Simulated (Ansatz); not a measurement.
Consider Cs2TcBr6 (started from the K2PtCl6 type) (Fm-3m).

The structure was built from a prototype and need not be the compound's stable phase.

```xyz
9
Lattice="5.0926 0.0000 5.0926 5.0926 5.0926 0.0000 0.0000 5.0926 5.0926" Properties=species:S:1:pos:R:3 pbc="T T T"
Cs    2.5463    2.5463    2.5463
Cs    7.6389    7.6389    7.6389
Tc    0.0000    0.0000    0.0000
Br    2.4753    5.0926    5.0926
Br    7.7099    5.0926    5.0926
Br    5.0926    5.0926    2.4753
Br    5.0926    5.0926    7.7099
Br    5.0926    2.4753    5.0926
Br    5.0926    7.7099    5.0926
```

The structure was relaxed with LDA. The structure type comes from a generator and need not be one that this composition takes. The structure was generated from a model, not taken from a measurement. The runs that relaxed it are not among those shown. The program's search for lower electronic states was switched off, so nothing shows that the state found is the lowest. Spin-orbit coupling is left out unless a run names it. PAW set soft_2, made with PBE.

A constrained-RPA run (Ansatz 0.2.0; non-magnetic LDA; Tc t2g + anion p, bands v20 to c1, 2×2×2 mesh, medium accuracy) builds 21 functions on bands 5.7 eV wide, with 39.0 electrons in the window. The bare on-site interaction is 14.6 eV and the bare J 0.58 eV.

**Question.** Estimate U, U′ and J.

On the Tc t2g shell, U = 4.13 eV (28 % of the bare value), U′ = 3.25 eV, J = 0.42 eV.

The parent state is non-magnetic and the interaction static (zero frequency); U depends on the window and the orbitals, so it belongs to this model alone. A window that holds the anion p bands defines a model with explicit ligands; its U belongs to that model and is not the U of DFT+U. Coarse meshes can leave U off its limit, most where the target bands are metallic.

[Paths, hosts, dates, memory and timing lines, banners, echoed tables and standing remarks are left out of the program output.]

[Logs are printed without paths, hosts, clocks, repeated set-up lines and the standing remarks that a program may print on its own settings, such as how far it seeks lower states.]

[Runs of the session that timed out or met a known fault of the program may be left out.]

[Hosts, paths, dates, database ids (printed as entryN), source tags and the programs' standing remarks are cut or masked in the printed files.]
